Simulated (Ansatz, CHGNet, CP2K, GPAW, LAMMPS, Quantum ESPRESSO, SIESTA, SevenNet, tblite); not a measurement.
# Running glassy 40SiO2-28Al2O3-16Li2O-16SrO (mol %) (85 atoms) with SIESTA

Aim: run glassy 40SiO2-28Al2O3-16Li2O-16SrO (mol %) (85 atoms) in SIESTA and see how near its forces come to a plane-wave reference, and at what cost.

Method: the method is named at each step, in SIESTA 5.4.2.

### Step 1. The structure

The cell holds 85 atoms: 10 Si, 14 Al, 8 Li, 4 Sr and 49 O. Its edges and angles: a = 10.152 Å, b = 10.152 Å, c = 10.152 Å, α = 90.0°, β = 90.0°, γ = 90.0°. 85 atoms (10 Si, 14 Al, 8 Li, 4 Sr, 49 O) placed at random at 2.93 g/cm³, melted at 4000 K for 10 ps at fixed volume with the Morse and Coulomb pair potential with partial charges (Pedone, Malavasi, Menziani, Cormack and Segre, J. Phys. Chem. B 110, 11780 (2006)). Quenched from 4000 K to 300 K at 6 K/ps and fixed volume, held 5 ps, then minimised at fixed cell.

The yardstick, on the same geometry:

- method: Kohn-Sham DFT, PBE, SSSP efficiency 1.3.0 pseudopotentials, plane waves (Quantum ESPRESSO 7.5); sssp-pbe-1.3.0-efficiency, cutoffs 60/480 Ry, Γ point
- r.m.s. force component: 0.7583 eV/Å
- longest force: 3.052 eV/Å
- pressure: 4.618 GPa
- gap (highest filled to lowest empty level): 3.671 eV
- time: 2.4 min on 4 MPI ranks of Arm Neoverse V2, shared host
- CPU time: 9.5 min

### Step 2. PBE, DZP, shift 0.01 Ry, mesh 500 Ry

Method: Kohn-Sham DFT, PBE, PseudoDojo 0.4.1 norm-conserving pseudopotentials (converted to PSML), numerical atomic orbitals (DZP), diagonalisation.

The .psml files are PseudoDojo norm-conserving potentials that we converted to this format, checked against plane waves on the same files for H, C, O, Si, Ge and Ca alone.

Contents of input.fdf:

```
SystemLabel cell
NumberOfAtoms 85
NumberOfSpecies 5
%block ChemicalSpeciesLabel
  1 14 Si
  2 13 Al
  3 3 Li
  4 38 Sr
  5 8 O
%endblock ChemicalSpeciesLabel
LatticeConstant 1.0 Ang
%block LatticeVectors
  10.15170 0.00000 0.00000
  0.00000 10.15170 0.00000
  0.00000 0.00000 10.15170
%endblock LatticeVectors
PAO.BasisSize DZP
PAO.EnergyShift 0.01 Ry
PAO.Polarization.NonPerturbative T
XC.Functional GGA
XC.Authors PBE
MeshCutoff 500 Ry
%block kgrid_Monkhorst_Pack
  1 0 0 0.0
  0 1 0 0.0
  0 0 1 0.0
%endblock kgrid_Monkhorst_Pack
SolutionMethod diagon
OccupationFunction FD
ElectronicTemperature 580 K
SCF.Mixer.Method Pulay
SCF.Mixer.Weight 0.15
SCF.Mixer.History 8
SCF.Mix Hamiltonian
MaxSCFIterations 300
SCF.DM.Tolerance 1e-04
SCF.H.Tolerance 1.0e-3 eV
WriteForces T
Write.HirshfeldPop T
Write.VoronoiPop T
Write.DM F
Write.H F
XML.Write F
AtomicCoordinatesFormat Fractional
%block AtomicCoordinatesAndAtomicSpecies
  0.75706 0.32435 0.74161 1
  0.11876 0.28916 0.66301 1
  0.19136 0.46030 0.15665 1
  0.27031 0.12093 0.87191 1
  0.90786 0.20996 0.25280 1
  0.08655 0.73274 0.84905 1
  0.99995 0.79697 0.28788 1
  0.71011 0.59982 0.66480 1
  0.49346 0.33996 0.91758 1
  0.59145 0.67399 0.25477 1
  0.94300 0.46752 0.94742 2
  0.30347 0.40753 0.44956 2
  0.68605 0.63338 0.97838 2
  0.47117 0.16583 0.38202 2
  0.64041 0.15722 0.11237 2
  0.84674 0.51848 0.21573 2
  0.56611 0.94345 0.58459 2
  0.44056 0.66725 0.51177 2
  0.22421 0.17356 0.17984 2
  0.37242 0.63387 0.96895 2
  0.93897 0.81962 0.60087 2
  0.72958 0.96033 0.31735 2
  0.86665 0.11696 0.55115 2
  0.59505 0.89263 0.91202 2
  0.24208 0.56061 0.71390 3
  0.26281 0.67930 0.28474 3
  0.89613 0.80438 0.05298 3
  0.11009 0.95217 0.08834 3
  0.45977 0.39843 0.19309 3
  0.37026 0.82262 0.76915 3
  0.54841 0.14173 0.71860 3
  0.61596 0.45004 0.44040 3
  0.22546 0.98377 0.54641 4
  0.89596 0.05736 0.87895 4
  0.39661 0.91037 0.15643 4
  0.98815 0.52102 0.49470 4
  0.70217 0.93233 0.48266 5
  0.27653 0.58676 0.11304 5
  0.45654 0.66613 0.33741 5
  0.70550 0.57680 0.30763 5
  0.93459 0.98456 0.63026 5
  0.85332 0.12505 0.37805 5
  0.80449 0.52388 0.05057 5
  0.00124 0.79556 0.44300 5
  0.61376 0.32342 0.81225 5
  0.23634 0.08691 0.02623 5
  0.32071 0.55288 0.53808 5
  0.14902 0.19432 0.78988 5
  0.06254 0.43860 0.07108 5
  0.43401 0.82675 0.56309 5
  0.55875 0.29956 0.05956 5
  0.86870 0.33962 0.85266 5
  0.05881 0.17547 0.22377 5
  0.88511 0.36588 0.28246 5
  0.82103 0.69929 0.62471 5
  0.23646 0.68207 0.86669 5
[... 25 atom lines left out ...]
  0.58559 0.60582 0.57239 5
  0.58975 0.03352 0.00993 5
  0.23810 0.28644 0.55357 5
  0.30367 0.99861 0.78829 5
%endblock AtomicCoordinatesAndAtomicSpecies
```

Launch:

```console
> OMP_NUM_THREADS=1 mpirun -np 2 siesta < input.fdf > output.txt
```

What it wrote:

```text
Version         : 5.4.2
reinit: System Name:
reinit: System Label: cell
initatom: Reading input for the pseudopotentials and atomic orbitals ----------
Species number:   1 Atomic number:   14 Label: Si
Species number:   2 Atomic number:   13 Label: Al
Species number:   3 Atomic number:    3 Label: Li
Species number:   4 Atomic number:   38 Label: Sr
Species number:   5 Atomic number:    8 Label: O
Ground state valence configuration (from tables):   3s02  3p02  3d00  4f00
Ground state valence configuration (from tables):   3s02  3p01  3d00  4f00
Ground state valence configuration (from tables):   2s01  2p00  3d00  4f00
Ground state valence configuration (from tables):   5s02  5p00  4d00  4f00
Ground state valence configuration (from tables):   2s02  2p04  3d00  4f00
---- Processing specs for species: Si
GGA--PBE XC_GGA_X_PBE--XC_GGA_C_PBE pb
---- Processing specs for species: Al
GGA--PBE XC_GGA_X_PBE--XC_GGA_C_PBE pb
---- Processing specs for species: Li
GGA--PBE XC_GGA_X_PBE--XC_GGA_C_PBE pb
Semicore shell(s) with  2 electrons included in the valence for Li
---- Processing specs for species: Sr
GGA--PBE XC_GGA_X_PBE--XC_GGA_C_PBE pb
Semicore shell(s) with  8 electrons included in the valence for Sr
---- Processing specs for species: O
GGA--PBE XC_GGA_X_PBE--XC_GGA_C_PBE pb
Semicore shell(s): 1s
Semicore shell(s): 4s 4p
Fallback to non-perturbative polarization scheme for Sr
Please see the manual if this is not desired in principle
Si pseudopotential only contains V_ls up to l=2 -- lmxkb reset.
Al pseudopotential only contains V_ls up to l=2 -- lmxkb reset.
Li pseudopotential only contains V_ls up to l=1 -- lmxkb reset.
O pseudopotential only contains V_ls up to l=2 -- lmxkb reset.
Using PAO.SplitTailNorm
%block ChemicalSpeciesLabel
    1   14 Si                      # Species index, atomic number, species label
    2   13 Al                      # Species index, atomic number, species label
[... lines left out ...]
Total number of electrons:   440.000000
[... lines left out ...]
outcell: Unit cell vectors (Ang):
       10.151700    0.000000    0.000000
        0.000000   10.151700    0.000000
        0.000000    0.000000   10.151700
outcell: Cell vector modules (Ang)   :   10.151700   10.151700   10.151700
outcell: Cell angles (23,13,12) (deg):     90.0000     90.0000     90.0000
outcell: Cell volume (Ang**3)        :   1046.2039
Gamma-point calculation with interaction between periodic images
Gamma-point calculation with interaction between periodic images
Some features might not work optimally:
Some features might not work optimally:
e.g. DM initialization from atomic data
e.g. DM initialization from atomic data
new_DM -- step:     1
Initializing Density Matrix...
Attempting to read DM from file... Failed...
DM filled with atomic data:
InitMesh: MESH = 144 x 144 x 144 = 2985984
InitMesh: Mesh cutoff (required, used) =   500.000   556.096 Ry
stepf: Fermi-Dirac step function
        iscf     Eharris(eV)        E_KS(eV)     FreeEng(eV)     dDmax    Ef(eV) dHmax(eV)
   scf:    1   -29240.881201   -29399.264210   -29399.264210  1.693754 -7.164385 10.953139
   scf:    2   -29468.677865   -29436.739523   -29436.739523  0.120707 -7.226205  6.727690
   scf:    3   -29466.870017   -29459.820196   -29459.820196  0.250667 -5.976696  1.409956
[...]
scf:   11   -29460.225544   -29460.225544   -29460.225544  0.000119 -5.234678  0.001064
   scf:   12   -29460.225544   -29460.225544   -29460.225544  0.000023 -5.234503  0.000352
SCF Convergence by DM+H criterion
max |DM_out - DM_in|         :     0.0000231295
max |H_out - H_in|      (eV) :     0.0003515798
SCF cycle converged after 12 iterations
Using DM_out to compute the final energy and forces
siesta: E_KS(eV) =           -29460.2255
siesta: E_KS - E_eggbox =    -29460.2255
siesta: Atomic forces (eV/Ang):
     1    0.192340    1.087981    0.838491
     2    0.856503   -0.603565   -0.385851
     3   -0.322892   -0.428065    0.482743
[...]
84    1.119469   -1.234904   -0.615124
    85    0.986862   -3.483913   -2.134932
----------------------------------------
   Tot   -0.009402   -0.005448    0.008663
----------------------------------------
   Max    4.107803
   Res    0.985546    sqrt( Sum f_i^2 / 3N )
----------------------------------------
   Max    4.107803    constrained
Stress tensor Voigt[x,y,z,yz,xz,xy] (kbar):      -75.26      -94.14      -91.06       -8.31       -1.28        6.89
(Free)E + p*V (eV/cell)   -29403.5341
Target enthalpy (eV/cell)   -29460.2255
siesta: Program's energy decomposition (eV):
siesta: Ebs     =     -7254.517945
siesta: Eions   =     44073.942806
siesta: Ena     =      8087.965680
siesta: Ekin    =     18124.444803
siesta: Enl     =     -3791.919033
siesta: DEna    =       -25.144161
siesta: DUscf   =        33.061984
siesta: Ex      =     -7278.621265
siesta: Ec      =      -536.070747
siesta: Exc     =     -7814.692012
siesta: Eharris =    -29460.225544
siesta: Etot    =    -29460.225544
siesta: FreeEng =    -29460.225544
siesta: Final energy (eV):
siesta:  Band Struct. =   -7254.517945
siesta:       Kinetic =   18124.444803
siesta:       Hartree =    8949.296840
siesta:         Exch. =   -7278.621265
siesta:         Corr. =    -536.070747
siesta:   Exch.-corr. =   -7814.692012
siesta:  Ion-electron =  -34882.782718
siesta:       Ion-ion =  -13836.492457
siesta:         Total =  -29460.225544
siesta:         Fermi =      -5.234503
siesta: Stress tensor (static) (eV/Ang**3):
siesta:    -0.046972    0.004299   -0.000799
siesta:     0.004299   -0.058756   -0.005187
siesta:    -0.000799   -0.005187   -0.056835
siesta: Cell volume =       1046.203878 Ang**3
siesta: Pressure (static):
siesta:                Solid            Molecule  Units
siesta:           0.00059018          0.00047591  Ry/Bohr**3
siesta:           0.05418774          0.04369579  eV/Ang**3
siesta:          86.81832314         70.00837326  kBar
    Orbital volume contribution        =          49.787670 eV
    (Free)E + p_basis*V_orbitals       =      -29410.437874 eV
    (Free)Eharris+ p_basis*V_orbitals  =      -29410.437874 eV
Hirshfeld Atomic Populations:
Atom #   charge [q] valence [e]  Species
     1     0.420945    3.579055  Si
     2     0.331821    3.668179  Si
     3     0.398049    3.601951  Si
[...]
9     0.447852    3.552148  Si
    10     0.398145    3.601855  Si
    11     0.423395    2.576605  Al
    12     0.393372    2.606628  Al
    13     0.379739    2.620261  Al
[...]
23     0.377977    2.622023  Al
    24     0.316671    2.683329  Al
    25     0.121895    2.878105  Li
    26     0.121852    2.878148  Li
    27     0.088508    2.911492  Li
[...]
31     0.110854    2.889146  Li
    32     0.162258    2.837742  Li
    33     0.638904    9.361096  Sr
    34     0.655821    9.344179  Sr
    35     0.592422    9.407578  Sr
    36     0.555016    9.444984  Sr
    37    -0.305189    6.305189  O
    38    -0.243075    6.243075  O
    39    -0.218369    6.218369  O
[...]
84    -0.252716    6.252716  O
    85    -0.323977    6.323977  O
--------------------
 Total     0.000021
```

Run time: 3.5 min. Hardware: 2 MPI ranks of Arm Neoverse V2, shared host; peak memory 2.5 GiB; 7.1 min of CPU time.

Banners and routine set-up lines are dropped from the logs; longer cuts are marked.

Against the reference:

* r.m.s. force component: 0.9856 eV/Å
* r.m.s. difference of force components: 276.8 meV/Å
* longest difference of force vectors: 1267 meV/Å
* force difference over r.m.s. force: 36.51 %
* slope of forces against the reference's: 1.278
* correlation of force components: 0.9833
* gap (highest filled to lowest empty level): 3.484 eV
* gap difference: -0.187 eV
* pressure: 8.682 GPa
* pressure difference: 4.064 GPa

This run lies far from the reference at the same functional.

Length of the force difference by element (eV/Å):

| element | atoms | mean | most |
| --- | --- | --- | --- |
| Al | 14 | 0.25 | 0.53 |
| Li | 8 | 0.11 | 0.16 |
| O | 49 | 0.54 | 1.3 |
| Si | 10 | 0.24 | 0.49 |
| Sr | 4 | 0.27 | 0.54 |

Levels nearest the highest filled one (eV from it): -0.87, -0.80, -0.73, -0.70, -0.69, -0.49, -0.43, -0.40, -0.37, -0.32, -0.10, 0.00, 3.48, 4.91, 5.42, 5.52, 5.56, 5.81, 5.91, 6.12, 6.31, 6.48, 6.56, 6.64.

The surroundings of O75, which bears the longest force, nearest first, numbered as they follow in the input and with coordinates relative to it.

| atom | x | y | z | distance (Å) | bonds | Hirshfeld charge (e) | Fx | Fy | Fz (eV/Å) |
| --- | --- | --- | --- | --- | --- | --- | --- | --- | --- |
| O75 | 0.00 | 0.00 | 0.00 | 0.00 | 3 | -0.36 | -0.33 | 4.11 | 1.05 |
| Si2 | 0.19 | -1.48 | -0.40 | 1.55 | 4 | 0.33 | 0.86 | -0.60 | -0.39 |
| Li25 | 1.44 | 1.27 | 0.11 | 1.92 | 3 | 0.12 | -0.35 | -0.72 | -0.03 |
| Sr36 | -1.14 | 0.87 | -2.11 | 2.55 | 8 | 0.56 | 0.06 | -0.32 | 0.37 |
| O84 | 1.40 | -1.51 | -1.52 | 2.56 | 3 | -0.25 | 1.12 | -1.23 | -0.62 |
| O68 | -1.07 | -2.00 | -1.25 | 2.59 | 3 | -0.27 | -1.83 | -0.98 | -1.17 |
| O48 | 0.49 | -2.45 | 0.88 | 2.65 | 3 | -0.19 | -0.99 | -0.91 | 1.15 |
| O60 | -1.18 | 1.87 | 1.86 | 2.89 | 2 | -0.25 | -0.91 | -0.37 | -0.24 |
| O52 | -2.35 | -0.97 | 1.52 | 2.97 | 3 | -0.25 | 1.18 | -0.81 | 1.16 |
| Al11 | -1.60 | 0.33 | 2.48 | 2.97 | 4 | 0.42 | 0.20 | 0.00 | -0.04 |
| O47 | 2.24 | 1.19 | -1.67 | 3.04 | 3 | -0.29 | -1.32 | 0.55 | 1.08 |

Forces lie 37 % from the reference's, at 0.74 times its CPU time (on 2 against 4 cores).

### Step 3. PBE, SZP, shift 0.01 Ry, mesh 500 Ry

Method: Kohn-Sham DFT, PBE, PseudoDojo 0.4.1 norm-conserving pseudopotentials (converted to PSML), numerical atomic orbitals (SZP), diagonalisation.

Edit input.fdf of step 2 so:

```diff
@@ -16,3 +16,3 @@
 %endblock LatticeVectors
-PAO.BasisSize DZP
+PAO.BasisSize SZP
 PAO.EnergyShift 0.01 Ry
```

What it wrote:

```text
Version         : 5.4.2
reinit: System Name:
reinit: System Label: cell
initatom: Reading input for the pseudopotentials and atomic orbitals ----------
Species number:   1 Atomic number:   14 Label: Si
Species number:   2 Atomic number:   13 Label: Al
Species number:   3 Atomic number:    3 Label: Li
Species number:   4 Atomic number:   38 Label: Sr
[... lines left out ...]
SCF Convergence by DM+H criterion
[... lines left out ...]
SCF cycle converged after 11 iterations
[... lines left out ...]
   Max    4.856355
[... lines left out ...]
   Max    4.856355    constrained
Stress tensor Voigt[x,y,z,yz,xz,xy] (kbar):     -102.77     -124.65     -119.98       -8.74       -2.40        6.19
[... lines left out ...]
siesta: FreeEng =    -29444.431905
[... lines left out ...]
siesta:         Fermi =      -4.979406
[... lines left out ...]
siesta:         115.79859611         98.17719765  kBar
[... lines left out ...]
     1     0.428512    3.571488  Si
     2     0.338191    3.661809  Si
     3     0.404686    3.595314  Si
[...]
9     0.455129    3.544871  Si
    10     0.402419    3.597581  Si
    11     0.427042    2.572958  Al
    12     0.397620    2.602380  Al
    13     0.384327    2.615673  Al
[...]
23     0.382979    2.617021  Al
    24     0.320634    2.679366  Al
    25     0.117991    2.882009  Li
    26     0.120007    2.879993  Li
    27     0.084864    2.915136  Li
[...]
31     0.106714    2.893286  Li
    32     0.156611    2.843389  Li
    33     0.654104    9.345896  Sr
    34     0.667734    9.332266  Sr
    35     0.606468    9.393532  Sr
    36     0.568561    9.431439  Sr
    37    -0.303914    6.303914  O
    38    -0.246787    6.246787  O
    39    -0.222844    6.222844  O
[...]
84    -0.258592    6.258592  O
    85    -0.325308    6.325308  O
--------------------
 Total     0.000011
```

Elapsed: 2.7 min, on 2 MPI ranks; peak memory 2.2 GiB.

Compared with the plane-wave run:

* r.m.s. force component: 1.197 eV/Å
* r.m.s. difference of force components: 501.4 meV/Å
* longest difference of force vectors: 2094 meV/Å
* force difference over r.m.s. force: 66.12 %
* slope of forces against the reference's: 1.528
* correlation of force components: 0.9676
* gap (highest filled to lowest empty level): 3.509 eV
* gap difference: -0.1614 eV
* pressure: 11.58 GPa
* pressure difference: 6.962 GPa

This is a coarse setting, run to see what it loses.

Against the first run (37 %), the force difference from the reference is 66 %, at 0.76 times the CPU time, with 729 basis functions against 1033: the smaller basis costs accuracy.

The difference per atom is largest on O (1.0 eV/Å on average, against 0.38 on Si).

(Continued in part 2 of 2.)

[Long decimals in the printed logs are rounded to 6 places.]

[Also dropped from logs without a mark: lines with file paths, logging warnings of Python, QE's lines on negative density and diagonalisation, SIESTA's first energy breakdown, zero terms and Voronoi charges.]

[Logs are printed without paths, hosts, clocks, repeated set-up lines and the standing remarks that a program may print on its own settings, such as how far it seeks lower states.]

[Hosts, paths, dates, database ids (printed as entryN), source tags and the programs' standing remarks are cut or masked in the printed files.]

[Most failed runs of this program on this cell are left out, timed-out ones always.]
